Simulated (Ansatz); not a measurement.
# K on Os(0001): change of the work function, part 3 of 4

How does one ordered layer of K (top site) change the work function of Os(0001), and what dipole does each adsorbate carry?

Ansatz 0.2.0; plane-wave DFT, r2SCAN, Ansatz PAW (the session's first sound run).

So far, work function, upper face (eV): step 2 (the clean slab) 5.39; step 3 (17 atoms, coverage 0.25 ML, cell 2x2) 1.76.

## 5. The 0.25 ML cell at another level of theory, cutoff 420 eV, functional revpbe

This step: plane-wave DFT, revPBE, Ansatz PAW (Ansatz 0.2.0).

The geometry is kept and the functional is revPBE; other changes against the main runs: cutoff 500 → 420.

Contents of input.yaml:

```yaml
crystal:
  lattice:
    - [5.48, 0.0, 0.0]
    - [2.74, 4.7458192128, 0.0]
    - [0.0, 0.0, 28.0441665387]
  atoms:
    - { symbol: Os, position: [0.3333333333, 0.3333333333, 0.3209223561] }
    - { symbol: Os, position: [0.0, 0.0, 0.398058897] }
    - { symbol: Os, position: [0.3333333333, 0.3333333333, 0.4748056549] }
    - { symbol: Os, position: [0.0, 0.0, 0.5480598831] }
    - { symbol: Os, position: [0.3333333333, 0.8333333333, 0.3209223561] }
    - { symbol: Os, position: [0.0, 0.5, 0.398058897] }
    - { symbol: Os, position: [0.3348511174, 0.8325744413, 0.4745938795] }
    - { symbol: Os, position: [1.51411e-05, 0.4999924295, 0.5497290972] }
    - { symbol: Os, position: [0.8333333333, 0.3333333333, 0.3209223561] }
    - { symbol: Os, position: [0.5, 0.0, 0.398058897] }
    - { symbol: Os, position: [0.8325744413, 0.3348511174, 0.4745938795] }
    - { symbol: Os, position: [0.4999924295, 1.51411e-05, 0.5497290972] }
    - { symbol: Os, position: [0.8333333333, 0.8333333333, 0.3209223561] }
    - { symbol: Os, position: [0.5, 0.5, 0.398058897] }
    - { symbol: Os, position: [0.8325744413, 0.8325744413, 0.4745938795] }
    - { symbol: Os, position: [0.4999924295, 0.4999924295, 0.5497290972] }
    - { symbol: K, position: [0.0, 0.0, 0.6560817967] }
kpoints:
  mp_grid: { grid: [7, 7, 1] }
hamiltonian:
  xc: revpbe
scf:
  occupations: { method: fermi_dirac, width: 0.1 }
  convergence: { dr2_threshold: 1.0e-08 }
efield:
  axis: 3
  dipole_correction: true
  ramp_position: 0.97
  ramp_width: 0.06
output:
  write_potential: true
  write_density: true
  volumetric_format: npy
```

Launch:

```
$ ansatz run input.yaml --threads 4 --pin off --max-ram 12288MiB --backend cpu --events-out ev --progress --plain --runs-dir out
```

Numbers of over 12 decimals in the logs are rounded to 6 here.

Output:

```text
[...]
Crystal: 17 atoms, lattice volume = 729.347 Å³
Basis set: ecut = 420 eV, 14211 PW (Γ)
Bands: 159, of which v1, the nominal top of the filled ones, is band 133 counted from 1 (132 counted from 0)
Symmetry: 6 space group operations
[...]
k-points: 8 of 49 (time reversal used)
[...]
SCF iter   1: F=—  HF=-183835.629707 eV  |F-HF|=—  |Δ(HF+E_count)|=         —  Δρ=6.33e-3  dr2=2.66e0  ethr=1.77e-3  p=0.430 e·Å  D=1.07e-1 V/Å  ΔV_dip=-3.00 eV  dr2_dipole=1.11e0  V_vac-E_F(+/−)=2.26/5.25 eV  ⟨swp⟩=8.8  Hψ=5923  notcnv=0
[...]
SCF iter  13: F=-183835.558027 eV  HF=-183835.558027 eV  |F-HF|=8.15e-10  |Δ(HF+E_count)|=   2.86e-8  Δρ=4.43e-7  dr2=8.14e-9  ethr=3.77e-12  p=0.507 e·Å  D=1.26e-1 V/Å  ΔV_dip=-3.53 eV  dr2_dipole=2.61e-9  V_vac-E_F(+/−)=1.71/5.24 eV  ⟨swp⟩=8.4  Hψ=3732  notcnv=0
SCF 1 converged in 13 iterations: F = -183835.558027 eV  dr2 = 8.14e-9
[...]
SCF converged after 13 iterations
Free energy (F): -183835.558027 eV
[...]
Internal energy: -183835.109815 eV  (E = F + TS)
E sigma→0 (E₀):  -183835.333921 eV
Entropy (-TS):   -0.448212 eV (-26.365 meV/atom)
Fermi energy:    6.140464 eV
Dipole field:    D = 0.125827 V/Å  (p = 0.507161 e·Å, saw-weighted, corrected)
Work function:   Φ+ = 1.7133 eV   Φ− = 5.2422 eV
[...]
--- Band table (eV; the first three rows and the last of 8) ---
  k-point 0: bands = [... 129 lower, 6.4738, 6.5615, 6.5615, 7.3103, 7.3894, 7.3894, 7.4591, 7.4591, ... 22 higher]
  k-point 1: bands = [... 129 lower, 6.3781, 6.4746, 6.5130, 6.5256, 6.6411, 6.6740, 7.1775, 7.2952, ... 22 higher]
  k-point 2: bands = [... 129 lower, 5.9418, 5.9494, 6.0774, 6.3877, 6.4808, 6.6332, 6.7706, 6.8229, ... 22 higher]
  k-point 7: bands = [... 129 lower, 5.5119, 5.6568, 5.6600, 5.8052, 5.8255, 5.8348, 6.4758, 6.7733, ... 22 higher]
```

The job ended after 60 s (4 threads of Arm Neoverse V1, shared host; peak memory 2.6 GiB; 3.8 min of CPU time).

This step gave:

```
energy at zero smearing        : -183835.3339 eV
work function, upper face      : 1.713 eV
work function, lower face      : 5.242 eV
dipole along the normal        : 0.5072 e·Å
step between the vacuum levels : -3.529 eV
```

The work function comes to 1.71 eV, -0.05 eV from the first level.

## 6. The 0.25 ML cell at another level of theory, cutoff 1006.82 eV, functional PBE

This step: plane-wave DFT, PBE, norm-conserving (Ansatz 0.2.0).

The geometry is kept and the functional is PBE; other changes against the main runs: norm-conserving files and cutoff 500 → 1006.82.

input.yaml: that of step 5 with these lines changed.

```diff
@@ -26,3 +26,4 @@
 hamiltonian:
-  xc: revpbe
+  xc: pbe
+  pseudopotentials: { kind: nc }
 scf:
```

Output:

```text
[...]
Crystal: 17 atoms, lattice volume = 729.347 Å³
Basis set: ecut = 1006.821291 eV, 52891 PW (Γ)
Bands: 159, of which v1, the nominal top of the filled ones, is band 133 counted from 1 (132 counted from 0)
Symmetry: 6 space group operations
[...]
k-points: 8 of 49 (time reversal used)
[...]
SCF iter   1: F=—  HF=-44785.346583 eV  |F-HF|=—  |Δ(HF+E_count)|=         —  Δρ=3.28e-2  dr2=2.44e1  ethr=3.10e-3  p=-0.000 e·Å  D=-5.88e-8 V/Å  ΔV_dip=0.00 eV  dr2_dipole=3.25e-1  V_vac-E_F(+/−)=6.74/6.74 eV  ⟨swp⟩=9.8  Hψ=6498  notcnv=0  defer=1
[...]
SCF iter  19: F=-44780.067564 eV  HF=-44780.067564 eV  |F-HF|=1.29e-8  |Δ(HF+E_count)|=   1.67e-8  Δρ=4.84e-7  dr2=8.99e-9  ethr=3.77e-12  p=0.523 e·Å  D=1.30e-1 V/Å  ΔV_dip=-3.64 eV  dr2_dipole=6.74e-9  V_vac-E_F(+/−)=1.73/5.37 eV  ⟨swp⟩=12.0  Hψ=6813  notcnv=0
SCF 1 converged in 19 iterations: F = -44780.067564 eV  dr2 = 8.99e-9
[...]
SCF converged after 19 iterations
Free energy (F): -44780.067564 eV
[...]
Internal energy: -44779.621081 eV  (E = F + TS)
E sigma→0 (E₀):  -44779.844323 eV
Entropy (-TS):   -0.446483 eV (-26.264 meV/atom)
Fermi energy:    6.147120 eV
Dipole field:    D = 0.129651 V/Å  (p = 0.522575 e·Å, saw-weighted, corrected)
Work function:   Φ+ = 1.7348 eV   Φ− = 5.3709 eV
[...]
--- Band table (eV; the first three rows and the last of 8) ---
  k-point 0: bands = [... 129 lower, 6.5019, 6.5710, 6.5710, 7.3133, 7.4077, 7.4077, 7.4677, 7.4677, ... 22 higher]
  k-point 1: bands = [... 129 lower, 6.3882, 6.4887, 6.5241, 6.5416, 6.6598, 6.6853, 7.1810, 7.2992, ... 22 higher]
  k-point 2: bands = [... 129 lower, 5.9501, 5.9579, 6.0863, 6.3964, 6.4884, 6.6362, 6.7744, 6.8272, ... 22 higher]
  k-point 7: bands = [... 129 lower, 5.5180, 5.6632, 5.6657, 5.8103, 5.8292, 5.8387, 6.4804, 6.7783, ... 22 higher]
```

It took 5.8 min on 4 threads; peak memory 8.1 GiB.

This step gave:

```yaml
energy_at_zero_smearing: -44779.8443 eV
work_function_upper_face: 1.735 eV
work_function_lower_face: 5.371 eV
dipole_along_the_normal: 0.5226 e·Å
step_between_the_vacuum_levels: -3.636 eV
```

The work function comes to 1.73 eV, -0.03 eV from the first level.

## 7. The 0.25 ML cell at another level of theory, cutoff 690 eV, functional PBE

This step: plane-wave DFT, PBE, JTH PAW (Ansatz 0.2.0).

The geometry is kept and the functional is PBE; other changes against the main runs: JTH PAW files and cutoff 500 → 690.

input.yaml: that of step 6 with these lines changed.

```diff
@@ -27,3 +27,3 @@
   xc: pbe
-  pseudopotentials: { kind: nc }
+  pseudopotentials: { kind: paw, source: jth }
 scf:
```

Output:

```text
[...]
k-point 0: bands = [... 65 lower, 4.3376, 4.3823, 4.3823, 5.1336, 5.2355, 5.2355, 5.3003, 5.3003, ... 13 higher]
  k-point 1: bands = [... 65 lower, 4.2083, 4.3112, 4.3442, 4.3715, 4.4958, 4.5036, 5.0013, 5.1181, ... 13 higher]
  k-point 2: bands = [... 65 lower, 3.7788, 3.7868, 3.9076, 4.2121, 4.3128, 4.4612, 4.5970, 4.6493, ... 13 higher]
  k-point 7: bands = [... 65 lower, 3.3526, 3.4903, 3.4921, 3.6418, 3.6560, 3.6655, 4.3099, 4.5999, ... 13 higher]
[key lines of the parts left out:]
SCF converged after 17 iterations
Free energy (F): -153412.782415 eV
Fermi energy:    3.972608 eV
Dipole field:    D = 0.129932 V/Å  (p = 0.523709 e·Å, saw-weighted, corrected)
Work function:   Φ+ = 1.7369 eV   Φ− = 5.3808 eV
```

Wall time 1.8 min (4 threads); peak memory 3.6 GiB.

The work function comes to 1.74 eV, -0.03 eV from the first level.

## 8. The 0.25 ML cell at another level of theory, cutoff 420 eV, functional PBEsol

This step: plane-wave DFT, PBEsol, Ansatz PAW (Ansatz 0.2.0).

The geometry is kept and the functional is PBEsol; other changes against the main runs: cutoff 500 → 420.

input.yaml: that of step 7 with these lines changed.

```diff
@@ -26,4 +26,3 @@
 hamiltonian:
-  xc: pbe
-  pseudopotentials: { kind: paw, source: jth }
+  xc: pbesol
 scf:
```

Output:

```text
[...]
Crystal: 17 atoms, lattice volume = 729.347 Å³
Basis set: ecut = 420 eV, 14211 PW (Γ)
Bands: 159, of which v1, the nominal top of the filled ones, is band 133 counted from 1 (132 counted from 0)
Symmetry: 6 space group operations
[...]
k-points: 8 of 49 (time reversal used)
[...]
k-point 0: bands = [... 129 lower, 6.3147, 6.4016, 6.4016, 7.1354, 7.2213, 7.2213, 7.2883, 7.2883, ... 22 higher]
  k-point 1: bands = [... 129 lower, 6.2184, 6.3089, 6.3513, 6.3586, 6.4684, 6.5125, 7.0045, 7.1252, ... 22 higher]
  k-point 2: bands = [... 129 lower, 5.7780, 5.7855, 5.9159, 6.2267, 6.3295, 6.4597, 6.6006, 6.6545, ... 22 higher]
  k-point 7: bands = [... 129 lower, 5.3463, 5.4879, 5.4902, 5.6356, 5.6546, 5.6642, 6.3046, 6.6067, ... 22 higher]
[key lines of the parts left out:]
SCF converged after 14 iterations
Free energy (F): -181523.204402 eV
Fermi energy:    5.974000 eV
Dipole field:    D = 0.135402 V/Å  (p = 0.545755 e·Å, saw-weighted, corrected)
Work function:   Φ+ = 1.7013 eV   Φ− = 5.4986 eV
```

Elapsed: 59 s, on 4 threads; peak memory 2.6 GiB; 3.7 min of CPU time.

The work function comes to 1.70 eV, -0.06 eV from the first level.

## 9. Side by side

Times are for 4 threads of Arm Neoverse V1, shared host. The runs compared:

```
no.  functional  work function, upper face (eV)  dipole along the normal (e·Å)     time  memory (GiB)
  1      revpbe                           1.713                         0.5072     60 s           2.6
  2         pbe                           1.735                         0.5226  5.8 min           8.1
  3         pbe                           1.737                         0.5237  1.8 min           3.6
  4      pbesol                           1.701                         0.5458     59 s           2.6
```

## 10. Varying the input

This step: plane-wave DFT, r2SCAN, Ansatz PAW (Ansatz 0.2.0).

An input spoilt on purpose, to show how the run answers: it repeats the earlier run at 0.25 ML with efield.ramp_width from 0.06 to 0.9, and scf.max_iter set to 60; its output block differs too.

Contents of input.yaml:

```yaml
crystal:
  lattice:
    - [5.48, 0.0, 0.0]
    - [2.74, 4.7458192128, 0.0]
    - [0.0, 0.0, 28.0441665387]
  atoms:
    - { symbol: Os, position: [0.3333333333, 0.3333333333, 0.3209223561] }
    - { symbol: Os, position: [0.0, 0.0, 0.398058897] }
    - { symbol: Os, position: [0.3333333333, 0.3333333333, 0.4748596962] }
    - { symbol: Os, position: [0.0, 0.0, 0.5491575768] }
    - { symbol: Os, position: [0.3333333333, 0.8333333333, 0.3209223561] }
    - { symbol: Os, position: [0.0, 0.5, 0.398058897] }
    - { symbol: Os, position: [0.3333333333, 0.8333333333, 0.4748596962] }
    - { symbol: Os, position: [0.0, 0.5, 0.5491575768] }
    - { symbol: Os, position: [0.8333333333, 0.3333333333, 0.3209223561] }
    - { symbol: Os, position: [0.5, 0.0, 0.398058897] }
    - { symbol: Os, position: [0.8333333333, 0.3333333333, 0.4748596962] }
    - { symbol: Os, position: [0.5, 0.0, 0.5491575768] }
    - { symbol: Os, position: [0.8333333333, 0.8333333333, 0.3209223561] }
    - { symbol: Os, position: [0.5, 0.5, 0.398058897] }
    - { symbol: Os, position: [0.8333333333, 0.8333333333, 0.4748596962] }
    - { symbol: Os, position: [0.5, 0.5, 0.5491575768] }
    - { symbol: K, position: [0.0, 0.0, 0.6790776439] }
kpoints:
  mp_grid: { grid: [7, 7, 1] }
hamiltonian:
  xc: r2scan
scf:
  occupations: { method: fermi_dirac, width: 0.1 }
  convergence: { dr2_threshold: 1.0e-08 }
  max_iter: 60
efield:
  axis: 3
  dipole_correction: true
  ramp_position: 0.97
  ramp_width: 0.9
relax:
  f_tol: 0.02
  max_steps: 60
  constraints: [{ sites: [0, 1, 4, 5, 8, 9, 12, 13] }]
output:
  bader: true
  dos: { projected: true, e_range: [-8, 4] }
  write_potential: true
  write_density: true
  volumetric_format: npy
```

Output:

```text
The last accepted step is kept in <dir> (removed where the run ends without a failure and the disk answers)
Engine: ansatz 0.2.0, aarch64-unknown-linux-gnu
Pseudopotentials: kind: paw
Pseudopotential: Os, paw, valence charge 16, recommended cutoff 500 eV (meta_gga), Os.paw.azcp
Pseudopotential: K, paw, valence charge 9, recommended cutoff 500 eV (meta_gga), K.paw.azcp
Functional definition: r2SCAN
  parameter k0 = 0.174
  parameter k1 = 0.065
  parameter a1 = 4.9479
  exchange = r2scan_x(k0 = k0, k1 = k1, a1 = a1)
  correlation = r2scan_c
Crystal: 17 atoms, lattice volume = 729.347 Å³
Basis set: ecut = 500 eV, 18451 PW (Γ), exchange–correlation on 160×160×864 points (64 copies of the dense FFT grid, shifted against one another)
Bands: 159, of which v1, the nominal top of the filled ones, is band 133 counted from 1 (132 counted from 0)
Symmetry: 6 space group operations
Space group: P3m1 (ITA 156), of the structure as read, at distance tolerance 9.0e-5 Å
k-points: 8 of 49 (time reversal used)
Non-local potential: Os, projectors of the file, l = 0: 3, l = 1: 2, l = 2: 2, l = 3: 1
Non-local potential: K, projectors of the file, l = 0: 3, l = 1: 2, l = 2: 2
PAW form: soft (Blöchl's): semilocal exchange-correlation on the pseudo side does not see the compensation charge
PAW frozen core: Os, regenerated for the run's functional (the file was generated under x = pbe(κ = 0.804, μ = 0.219515), c = pbe(β = 0.066725))
PAW frozen core: K, regenerated for the run's functional (the file was generated under x = pbe(κ = 0.804, μ = 0.219515), c = pbe(β = 0.066725))
PAW one-centre angular grid: Os, 590 points (default); XC on 160 Gauss nodes
PAW one-centre angular grid: K, 302 points (default); XC on 160 Gauss nodes
Initial density: superposition of atomic densities (neutral atoms: chi_scale 0, normalization atom), corrected by the library's trained network
Initial wavefunctions: pseudopotential atomic-orbital guess
Functional: x = r2scan, c = r2scan; τ floored in thin density (d = 2e-4 eV/Å³)
Error: efield: ion 0 (Os) at fractional coordinate 0.3209 along the field axis lies inside the sawtooth ramp with 2 of the planes that the density is read on at each end, [0.9607, 0.8793] — the ramp must sit in vacuum (an ion there feels the fictitious reversed slope); set or move the ramp (efield.ramp_position / ramp_width) or move the geometry
```

It took 0.52 s on 4 threads; peak memory 0.98 GiB.

The input was rejected at the start.

The program's message: “Error: efield: ion 0 (Os) at fractional coordinate 0.3209 along the field axis lies inside the sawtooth ramp with 2 of the planes that the density is read on at each end, [0.9607, 0.8793] — the ramp m …”

The fault put into the input: a ramp so wide that it reaches the atoms.

[end of part 3 of 4]

[Logs are printed without paths, hosts, clocks, repeated set-up lines and the standing remarks that a program may print on its own settings, such as how far it seeks lower states.]

[Hosts, paths, dates, database ids (printed as entryN), source tags and the programs' standing remarks are cut or masked in the printed files.]

[Maps of the electrostatic potential energy from Ansatz leave out the sawtooth potential of an applied field or a dipole correction, so their vacuum need not be flat; planar profiles and work functions include it.]
